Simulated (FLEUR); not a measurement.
# Collinear magnetic orders of MnPt3 with FLEUR

Does MnPt3 prefer parallel or opposed moments?

Main program and level: FLEUR MaX-R8.1; LDA (VWN); all-electron FLAPW, Dirac cores, scalar-relativistic bands.

Most raw output is cut from this account.

## (1) Set-up

The structure is cubic, space group Pm-3m (No. 221). The conventional cell has a = 3.900 Å, b = 3.900 Å, c = 3.900 Å, α = 90.00°, β = 90.00°, γ = 90.00°. Mn has 12 Pt at 2.76 Å nearest. Nearest to Pt lie 4 Mn at 2.76 Å and 8 Pt at 2.76 Å. Farther neighbours are not listed.

## (2) Start 1: ferro +

The parallel start comes first: it shows whether parallel moments hold.

inpgen writes inp.xml from crystal.txt; cutoffs, mixing, functional, smearing and local orbitals are then set in the file. The k list default-1 (kpts.xml, not shown) is a Γ-centred 8×8×8 mesh; where the ranks do not divide the number of points, some are split in two of half the weight.

The input, inp.xml:

```
<?xml version="1.0" encoding="UTF-8" standalone="no"?>
<fleurInput fleurInputVersion="0.39">
   <comment>
      MnPt3
   </comment>
   <calculationSetup>
      <cutoffs Kmax="3.6" Gmax="10.8" GmaxXC="10.8" numbands="0"/>
      <scfLoop itmax="90" minDistance="0.00002" maxIterBroyd="15" imix="Anderson" alpha="0.05" precondParam="0.0" spinf="2.0" sdNocoIR="T"/>
      <coreElectrons ctail="T" frcor="F" kcrel="0" coretail_lmax="0"/>
      <xcFunctional name="vwn" relativisticCorrections="F"/>
      <magnetism jspins="2"/>
      <soc l_soc="F" theta="0.0" phi="0.0" spav="F"/>
      <expertModes spex="0" secvar="F"/>
      <geometryOptimization l_f="F" forcealpha="1.0" forcemix="BFGS" epsdisp="0.00001" epsforce="0.00001"/>
      <ldaU l_linMix="F" mixParam="0.05" spinf="1.0"/>
   </calculationSetup>
   <cell>
      <bzIntegration valenceElectrons="63.0" mode="hist" fermiSmearingEnergy="0.00183747">
         <kPointListSelection listName="default-1"/>
         <xi:include xmlns:xi="http://www.w3.org/2001/XInclude" href="kpts.xml"> </xi:include>
      </bzIntegration>
      <xi:include xmlns:xi="http://www.w3.org/2001/XInclude" href="sym.xml"> </xi:include>
      <bulkLattice scale="1.0">
         <bravaisMatrix>
            <row-1>    7.3699318859399998     0.0000000000000000     0.0000000000000000</row-1>
            <row-2>    0.0000000000000000     7.3699318859399998     0.0000000000000000</row-2>
            <row-3>    0.0000000000000000     0.0000000000000000     7.3699318859399998</row-3>
         </bravaisMatrix>
      </bulkLattice>
   </cell>
   <atomSpecies>
      <species name="Manganese 3.500" element="Mn" atomicNumber="25">
         <mtSphere radius="2.54" gridPoints="839" logIncrement="0.015"/>
         <atomicCutoffs lmax="10" lnonsphr="8"/>
         <electronConfig flipSpins="F">
            <coreConfig>(1s1/2) (2s1/2) (2p1/2) (2p3/2)</coreConfig>
            <valenceConfig>(3s1/2) (3p1/2) (3p3/2) (4s1/2) (3d3/2) (3d5/2)</valenceConfig>
            <stateOccupation state="(3d3/2)" spinUp="1.25" spinDown="0.75"/>
            <stateOccupation state="(3d5/2)" spinUp="3.0" spinDown="0.0"/>
         </electronConfig>
         <energyParameters s="4" p="4" d="3" f="4"/>
         <lo type="SCLO" l="0" n="3" eDeriv="0"/>
         <lo type="SCLO" l="1" n="3" eDeriv="0"/>
      </species>
      <species name="Platinum (Pt)" element="Pt" atomicNumber="78">
         <mtSphere radius="2.54" gridPoints="839" logIncrement="0.016"/>
         <atomicCutoffs lmax="10" lnonsphr="8"/>
         <electronConfig flipSpins="F">
            <coreConfig>(1s1/2) (2s1/2) (2p1/2) (2p3/2) (3s1/2) (3p1/2) (3p3/2) (4s1/2) (3d3/2) (3d5/2) (4p1/2) (4p3/2) (5s1/2) (4d3/2) (4d5/2) (4f5/2) (4f7/2)</coreConfig>
            <valenceConfig>(5p1/2) (5p3/2) (6s1/2) (5d3/2) (5d5/2)</valenceConfig>
            <stateOccupation state="(6s1/2)" spinUp="0.500000" spinDown="0.500000"/>
            <stateOccupation state="(5d3/2)" spinUp="1.800000" spinDown="1.800000"/>
            <stateOccupation state="(5d5/2)" spinUp="2.700000" spinDown="2.700000"/>
         </electronConfig>
         <energyParameters s="6" p="6" d="5" f="5"/>
         <lo type="SCLO" l="1" n="5" eDeriv="0"/>
      </species>
   </atomSpecies>
   <atomGroups>
      <atomGroup species="Manganese 3.500">
         <relPos label="                   1">.0000000000 .0000000000 .0000000000</relPos>
         <force calculate="T" relaxXYZ="TTT"/>
      </atomGroup>
      <atomGroup species="Platinum (Pt)">
         <relPos label="                   2">.0000000000 1.000/2.000 1.000/2.000</relPos>
         <relPos label="                   3">1.000/2.000 .0000000000 1.000/2.000</relPos>
         <relPos label="                   4">1.000/2.000 1.000/2.000 .0000000000</relPos>
         <force calculate="T" relaxXYZ="TTT"/>
      </atomGroup>
   </atomGroups>
   <output dos="F" band="F" slice="F">
      <bandDOS minEnergy="-.5*Htr" maxEnergy="0.5*Htr" sigma="0.015" storeEVData="T"/>
      <plotting iplot="0" polar="F">
         <plot TwoD="T" vec1="  1.0  0.0  0.0" vec2="  0.0  1.0  0.0" vec3="  0.0  0.0  1.0" zero="  0.0  0.0  0.0" file="plot"/>
      </plotting>
      <moessbauerParams electricFieldGradient="F" isomerShift="F" coreHyperfine="F" valenceHyperfine="F"/>
   </output>
</fleurInput>
```

The input, crystal.txt:

```
MnPt3
&input film=F cartesian=F /
3.90000000000  0.00000000000  0.00000000000
0.00000000000  3.90000000000  0.00000000000
0.00000000000  0.00000000000  3.90000000000
1.8897261246
1.0 1.0 1.0

4
25 0.00000000000  0.00000000000  0.00000000000 : 3.500
78 0.00000000000  0.50000000000  0.50000000000
78 0.50000000000  0.00000000000  0.50000000000
78 0.50000000000  0.50000000000  0.00000000000

&kpt div1=8 div2=8 div3=8 gamma=T /
```

Command:

```console
$ OMP_NUM_THREADS=1 inpgen -f crystal.txt > inpgen.log  # inp.xml is then edited as shown
$ OMP_NUM_THREADS=1 mpirun -n 4 fleur_MPI > fleur.log
```

Run time: 29 s. Hardware: 4 MPI ranks of Intel Xeon 6975P-C (Granite Rapids), shared host; peak memory 0.27 GiB; 1.9 min of CPU time.

Spin moment in the muffin-tin sphere by atom:

| atom | spin moment in the muffin-tin sphere (μB) |
| --- | --- |
| Mn1 | 3.73 |
| Pt2 | 0.14 |
| Pt3 | 0.14 |
| Pt4 | 0.14 |

Numbers from this step:

| Quantity | Value |
| --- | --- |
| free energy | -1536519.1537 eV |
| program's band gap on this mesh (in a metal only a level spacing) | 0.02070 eV |
| magnetization | 4.157 μB |
| final state | ferromagnetic |

After 26 cycles the largest moment stands at 3.73 μB.

## (3) Order 2, typed as antiferro q=(0,1/2,1/2) +-

Another pattern of signs weighs the neighbour shells otherwise.

The cell is doubled to 8 atoms to hold this order. The mesh is halved along the doubled vector, so that both cells sample the same points. The k list default-1 (kpts.xml, not shown) is a Γ-centred 8×4×8 mesh.

Edit inp.xml of step 2 so:

```diff
@@ -17,3 +17,3 @@
    <cell>
-      <bzIntegration valenceElectrons="63.0" mode="hist" fermiSmearingEnergy="0.00183747">
+      <bzIntegration valenceElectrons="126.0" mode="hist" fermiSmearingEnergy="0.00183747">
          <kPointListSelection listName="default-1"/>
@@ -25,4 +25,4 @@
             <row-1>    7.3699318859399998     0.0000000000000000     0.0000000000000000</row-1>
-            <row-2>    0.0000000000000000     7.3699318859399998     0.0000000000000000</row-2>
-            <row-3>    0.0000000000000000     0.0000000000000000     7.3699318859399998</row-3>
+            <row-2>    0.0000000000000000    14.7398637718799996     0.0000000000000000</row-2>
+            <row-3>    0.0000000000000000     7.3699318859399998     7.3699318859399998</row-3>
          </bravaisMatrix>
@@ -39,2 +39,15 @@
             <stateOccupation state="(3d5/2)" spinUp="3.0" spinDown="0.0"/>
+         </electronConfig>
+         <energyParameters s="4" p="4" d="3" f="4"/>
+         <lo type="SCLO" l="0" n="3" eDeriv="0"/>
+         <lo type="SCLO" l="1" n="3" eDeriv="0"/>
+      </species>
+      <species name="Manganese -3.500" element="Mn" atomicNumber="25">
+         <mtSphere radius="2.54" gridPoints="839" logIncrement="0.015"/>
+         <atomicCutoffs lmax="10" lnonsphr="8"/>
+         <electronConfig flipSpins="F">
+            <coreConfig>(1s1/2) (2s1/2) (2p1/2) (2p3/2)</coreConfig>
+            <valenceConfig>(3s1/2) (3p1/2) (3p3/2) (4s1/2) (3d3/2) (3d5/2)</valenceConfig>
+            <stateOccupation state="(3d3/2)" spinUp="0.75" spinDown="1.25"/>
+            <stateOccupation state="(3d5/2)" spinUp="0.0" spinDown="3.0"/>
          </electronConfig>
@@ -63,6 +76,19 @@
       </atomGroup>
+      <atomGroup species="Manganese -3.500">
+         <relPos label="                   2">.0000000000 1.000/2.000 .0000000000</relPos>
+         <force calculate="T" relaxXYZ="TTT"/>
+      </atomGroup>
       <atomGroup species="Platinum (Pt)">
-         <relPos label="                   2">.0000000000 1.000/2.000 1.000/2.000</relPos>
-         <relPos label="                   3">1.000/2.000 .0000000000 1.000/2.000</relPos>
-         <relPos label="                   4">1.000/2.000 1.000/2.000 .0000000000</relPos>
+         <relPos label="                   3">.0000000000 .0000000000 1.000/2.000</relPos>
+         <relPos label="                   4">.0000000000 1.000/2.000 1.000/2.000</relPos>
+         <force calculate="T" relaxXYZ="TTT"/>
+      </atomGroup>
+      <atomGroup species="Platinum (Pt)">
+         <relPos label="                   5">1.000/2.000 -1.000/4.000 1.000/2.000</relPos>
+         <relPos label="                   6">1.000/2.000 1.000/4.000 1.000/2.000</relPos>
+         <force calculate="T" relaxXYZ="TTT"/>
+      </atomGroup>
+      <atomGroup species="Platinum (Pt)">
+         <relPos label="                   7">1.000/2.000 1.000/4.000 .0000000000</relPos>
+         <relPos label="                   8">1.000/2.000 -1.000/4.000 .0000000000</relPos>
          <force calculate="T" relaxXYZ="TTT"/>
```

The input, crystal.txt:

```
MnPt3
&input film=F cartesian=F /
3.90000000000  0.00000000000  0.00000000000
0.00000000000  7.80000000000  0.00000000000
0.00000000000  3.90000000000  3.90000000000
1.8897261246
1.0 1.0 1.0

8
25 0.00000000000  0.00000000000  0.00000000000 : 3.500
25 0.00000000000  0.50000000000  0.00000000000 : -3.500
78 0.00000000000  0.00000000000  0.50000000000
78 0.00000000000  0.50000000000  0.50000000000
78 0.50000000000  0.75000000000  0.50000000000
78 0.50000000000  0.25000000000  0.50000000000
78 0.50000000000  0.25000000000  0.00000000000
78 0.50000000000  0.75000000000  0.00000000000

&kpt div1=8 div2=4 div3=8 gamma=T /
```

Wall time 3.6 min (4 MPI ranks); peak memory 0.61 GiB; 14 min of CPU time.

Spin moment in the muffin-tin sphere by atom:

| atom | spin moment in the muffin-tin sphere (μB) |
| --- | --- |
| Mn1 | 3.67 |
| Mn2 | -3.67 |
| Pt3 | 0.00 |
| Pt4 | 0.00 |
| Pt5 | 0.00 |
| Pt6 | 0.00 |
| Pt7 | 0.00 |
| Pt8 | 0.00 |

This step gave:

```
free energy                                                       : -3073038.2693 eV
program's band gap on this mesh (in a metal only a level spacing) : 1.80e-8 eV
magnetization                                                     : 0 μB
final state                                                       : antiferromagnetic
```

It lies 19.1 meV a seeded atom over the first start, and its largest moment is 3.67 μB against 3.73 μB.

## (4) Order 3, typed as antiferro q=(0,0,1/2) +-

This order needs a doubled cell of 8 atoms. The mesh is halved along the doubled vector, so that both cells sample the same points. The k list default-1 (kpts.xml, not shown) is a Γ-centred 8×8×4 mesh.

Edit inp.xml of step 3 so:

```diff
@@ -25,4 +25,4 @@
             <row-1>    7.3699318859399998     0.0000000000000000     0.0000000000000000</row-1>
-            <row-2>    0.0000000000000000    14.7398637718799996     0.0000000000000000</row-2>
-            <row-3>    0.0000000000000000     7.3699318859399998     7.3699318859399998</row-3>
+            <row-2>    0.0000000000000000     7.3699318859399998     0.0000000000000000</row-2>
+            <row-3>    0.0000000000000000     0.0000000000000000    14.7398637718799996</row-3>
          </bravaisMatrix>
@@ -77,3 +77,3 @@
       <atomGroup species="Manganese -3.500">
-         <relPos label="                   2">.0000000000 1.000/2.000 .0000000000</relPos>
+         <relPos label="                   2">.0000000000 .0000000000 1.000/2.000</relPos>
          <force calculate="T" relaxXYZ="TTT"/>
@@ -81,4 +81,6 @@
       <atomGroup species="Platinum (Pt)">
-         <relPos label="                   3">.0000000000 .0000000000 1.000/2.000</relPos>
-         <relPos label="                   4">.0000000000 1.000/2.000 1.000/2.000</relPos>
+         <relPos label="                   3">.0000000000 1.000/2.000 1.000/4.000</relPos>
+         <relPos label="                   4">.0000000000 1.000/2.000 -1.000/4.000</relPos>
+         <relPos label="                   5">1.000/2.000 .0000000000 1.000/4.000</relPos>
+         <relPos label="                   6">1.000/2.000 .0000000000 -1.000/4.000</relPos>
          <force calculate="T" relaxXYZ="TTT"/>
@@ -86,4 +88,3 @@
       <atomGroup species="Platinum (Pt)">
-         <relPos label="                   5">1.000/2.000 -1.000/4.000 1.000/2.000</relPos>
-         <relPos label="                   6">1.000/2.000 1.000/4.000 1.000/2.000</relPos>
+         <relPos label="                   7">1.000/2.000 1.000/2.000 .0000000000</relPos>
          <force calculate="T" relaxXYZ="TTT"/>
@@ -91,4 +92,3 @@
       <atomGroup species="Platinum (Pt)">
-         <relPos label="                   7">1.000/2.000 1.000/4.000 .0000000000</relPos>
-         <relPos label="                   8">1.000/2.000 -1.000/4.000 .0000000000</relPos>
+         <relPos label="                   8">1.000/2.000 1.000/2.000 1.000/2.000</relPos>
          <force calculate="T" relaxXYZ="TTT"/>
```

The input, crystal.txt:

```
MnPt3
&input film=F cartesian=F /
3.90000000000  0.00000000000  0.00000000000
0.00000000000  3.90000000000  0.00000000000
0.00000000000  0.00000000000  7.80000000000
1.8897261246
1.0 1.0 1.0

8
25 0.00000000000  0.00000000000  0.00000000000 : 3.500
25 0.00000000000  0.00000000000  0.50000000000 : -3.500
78 0.00000000000  0.50000000000  0.25000000000
78 0.00000000000  0.50000000000  0.75000000000
78 0.50000000000  0.00000000000  0.25000000000
78 0.50000000000  0.00000000000  0.75000000000
78 0.50000000000  0.50000000000  0.00000000000
78 0.50000000000  0.50000000000  0.50000000000

&kpt div1=8 div2=8 div3=4 gamma=T /
```

Elapsed: 2.4 min, on 4 MPI ranks; peak memory 0.54 GiB.

Spin moment in the muffin-tin sphere by atom:

| atom | spin moment in the muffin-tin sphere (μB) |
| --- | --- |
| Mn1 | 3.67 |
| Mn2 | -3.67 |
| Pt3 | 0.00 |
| Pt4 | 0.00 |
| Pt5 | 0.00 |
| Pt6 | 0.00 |
| Pt7 | 0.05 |
| Pt8 | -0.05 |

Read from the output:

```yaml
free_energy: -3073038.2445 eV
program_s_band_gap_on_this_mesh_in_a_metal_only_a_level_spacing: 0.01644 eV
magnetization: 0 μB
final_state: antiferromagnetic
```

It lies 31.5 meV a seeded atom over the first start, and its largest moment is 3.67 μB against 3.73 μB.

## (5) Order 4, typed as no spin polarisation

A spinless run gives the zero against which the gain from the moments is read.

The k list default-1 (kpts.xml, not shown) is a Γ-centred 8×8×8 mesh.

The input, inp.xml:

```
<?xml version="1.0" encoding="UTF-8" standalone="no"?>
<fleurInput fleurInputVersion="0.39">
   <comment>
      MnPt3
   </comment>
   <calculationSetup>
      <cutoffs Kmax="3.6" Gmax="10.8" GmaxXC="10.8" numbands="0"/>
      <scfLoop itmax="90" minDistance="0.00002" maxIterBroyd="15" imix="Anderson" alpha="0.05" precondParam="0.0" spinf="2.0" sdNocoIR="T"/>
      <coreElectrons ctail="T" frcor="F" kcrel="0" coretail_lmax="0"/>
      <xcFunctional name="vwn" relativisticCorrections="F"/>
      <magnetism jspins="1"/>
      <soc l_soc="F" theta="0.0" phi="0.0" spav="F"/>
      <expertModes spex="0" secvar="F"/>
      <geometryOptimization l_f="F" forcealpha="1.0" forcemix="BFGS" epsdisp="0.00001" epsforce="0.00001"/>
      <ldaU l_linMix="F" mixParam="0.05" spinf="1.0"/>
   </calculationSetup>
   <cell>
      <bzIntegration valenceElectrons="63.0" mode="hist" fermiSmearingEnergy="0.00183747">
         <kPointListSelection listName="default-1"/>
         <xi:include xmlns:xi="http://www.w3.org/2001/XInclude" href="kpts.xml"> </xi:include>
      </bzIntegration>
      <xi:include xmlns:xi="http://www.w3.org/2001/XInclude" href="sym.xml"> </xi:include>
      <bulkLattice scale="1.0">
         <bravaisMatrix>
            <row-1>    7.3699318859399998     0.0000000000000000     0.0000000000000000</row-1>
            <row-2>    0.0000000000000000     7.3699318859399998     0.0000000000000000</row-2>
            <row-3>    0.0000000000000000     0.0000000000000000     7.3699318859399998</row-3>
         </bravaisMatrix>
      </bulkLattice>
   </cell>
   <atomSpecies>
      <species name="Manganese (Mn)" element="Mn" atomicNumber="25">
         <mtSphere radius="2.54" gridPoints="839" logIncrement="0.015"/>
         <atomicCutoffs lmax="10" lnonsphr="8"/>
         <electronConfig flipSpins="F">
            <coreConfig>(1s1/2) (2s1/2) (2p1/2) (2p3/2)</coreConfig>
            <valenceConfig>(3s1/2) (3p1/2) (3p3/2) (4s1/2) (3d3/2) (3d5/2)</valenceConfig>
            <stateOccupation state="(3d3/2)" spinUp="1.000000" spinDown="1.000000"/>
            <stateOccupation state="(3d5/2)" spinUp="1.500000" spinDown="1.500000"/>
         </electronConfig>
         <energyParameters s="4" p="4" d="3" f="4"/>
         <lo type="SCLO" l="0" n="3" eDeriv="0"/>
         <lo type="SCLO" l="1" n="3" eDeriv="0"/>
      </species>
      <species name="Platinum (Pt)" element="Pt" atomicNumber="78">
         <mtSphere radius="2.54" gridPoints="839" logIncrement="0.016"/>
         <atomicCutoffs lmax="10" lnonsphr="8"/>
         <electronConfig flipSpins="F">
            <coreConfig>(1s1/2) (2s1/2) (2p1/2) (2p3/2) (3s1/2) (3p1/2) (3p3/2) (4s1/2) (3d3/2) (3d5/2) (4p1/2) (4p3/2) (5s1/2) (4d3/2) (4d5/2) (4f5/2) (4f7/2)</coreConfig>
            <valenceConfig>(5p1/2) (5p3/2) (6s1/2) (5d3/2) (5d5/2)</valenceConfig>
            <stateOccupation state="(6s1/2)" spinUp="0.500000" spinDown="0.500000"/>
            <stateOccupation state="(5d3/2)" spinUp="1.800000" spinDown="1.800000"/>
            <stateOccupation state="(5d5/2)" spinUp="2.700000" spinDown="2.700000"/>
         </electronConfig>
         <energyParameters s="6" p="6" d="5" f="5"/>
         <lo type="SCLO" l="1" n="5" eDeriv="0"/>
      </species>
   </atomSpecies>
   <atomGroups>
      <atomGroup species="Manganese (Mn)">
         <relPos label="                   1">.0000000000 .0000000000 .0000000000</relPos>
         <force calculate="T" relaxXYZ="TTT"/>
      </atomGroup>
      <atomGroup species="Platinum (Pt)">
         <relPos label="                   2">.0000000000 1.000/2.000 1.000/2.000</relPos>
         <relPos label="                   3">1.000/2.000 .0000000000 1.000/2.000</relPos>
         <relPos label="                   4">1.000/2.000 1.000/2.000 .0000000000</relPos>
         <force calculate="T" relaxXYZ="TTT"/>
      </atomGroup>
   </atomGroups>
   <output dos="F" band="F" slice="F">
      <bandDOS minEnergy="-.5*Htr" maxEnergy="0.5*Htr" sigma="0.015" storeEVData="T"/>
      <plotting iplot="0" polar="F">
         <plot TwoD="T" vec1="  1.0  0.0  0.0" vec2="  0.0  1.0  0.0" vec3="  0.0  0.0  1.0" zero="  0.0  0.0  0.0" file="plot"/>
      </plotting>
      <moessbauerParams electricFieldGradient="F" isomerShift="F" coreHyperfine="F" valenceHyperfine="F"/>
   </output>
</fleurInput>
```

The input, crystal.txt:

```
MnPt3
&input film=F cartesian=F /
3.90000000000  0.00000000000  0.00000000000
0.00000000000  3.90000000000  0.00000000000
0.00000000000  0.00000000000  3.90000000000
1.8897261246
1.0 1.0 1.0

4
25 0.00000000000  0.00000000000  0.00000000000
78 0.00000000000  0.50000000000  0.50000000000
78 0.50000000000  0.00000000000  0.50000000000
78 0.50000000000  0.50000000000  0.00000000000

&kpt div1=8 div2=8 div3=8 gamma=T /
```

Wall time 14 s (4 MPI ranks); peak memory 0.23 GiB; 54 s of CPU time.

Read from the output:

| Property | Result |
| --- | --- |
| free energy | -1536517.9558 eV |
| program's band gap on this mesh (in a metal only a level spacing) | 0.003027 eV |
| final state | non-magnetic (no spin polarisation) |

It lies 1198 meV a seeded atom over the first start.

## (6) A faulty input

An input with a fault is tried, to see how the program answers.

Edit inp.xml of step 2 so:

```diff
@@ -6,4 +6,4 @@
    <calculationSetup>
-      <cutoffs Kmax="3.6" Gmax="10.8" GmaxXC="10.8" numbands="0"/>
-      <scfLoop itmax="90" minDistance="0.00002" maxIterBroyd="15" imix="Anderson" alpha="0.05" precondParam="0.0" spinf="2.0" sdNocoIR="T"/>
+      <cutoffs Kmax="3.6" Gmax="5.0" GmaxXC="5.0" numbands="0"/>
+      <scfLoop itmax="50" minDistance="0.00002" maxIterBroyd="15" imix="Anderson" alpha="0.05" precondParam="0.0" spinf="2.0" sdNocoIR="T"/>
       <coreElectrons ctail="T" frcor="F" kcrel="0" coretail_lmax="0"/>
```

crystal.txt is that of step 2.

Elapsed: 3.2 s, on 4 MPI ranks; peak memory 0.22 GiB.

The input passed the program's checks, and the first cycle failed.

The program's message: “Diagonalization via LAPACK failed(zhegvx/dsygvx)”

The fault in the input: a density cutoff under twice Kmax.

The density holds products of basis functions, so Gmax must be at least twice Kmax; three times is usual.

(Part 1 of 2 ends here.)

[Logs and program files are shortened in this print: banners, set-up blocks, solver, clock and traceback lines can be left out without a mark of their own.]

[Logs are printed without paths, hosts, clocks, repeated set-up lines and the standing remarks that a program may print on its own settings, such as how far it seeks lower states.]

[Hosts, paths, dates, database ids (printed as entryN), source tags and the programs' standing remarks are cut or masked in the printed files.]

[Where a cell is said to come from a database of computed structures, the database is the Materials Project.]
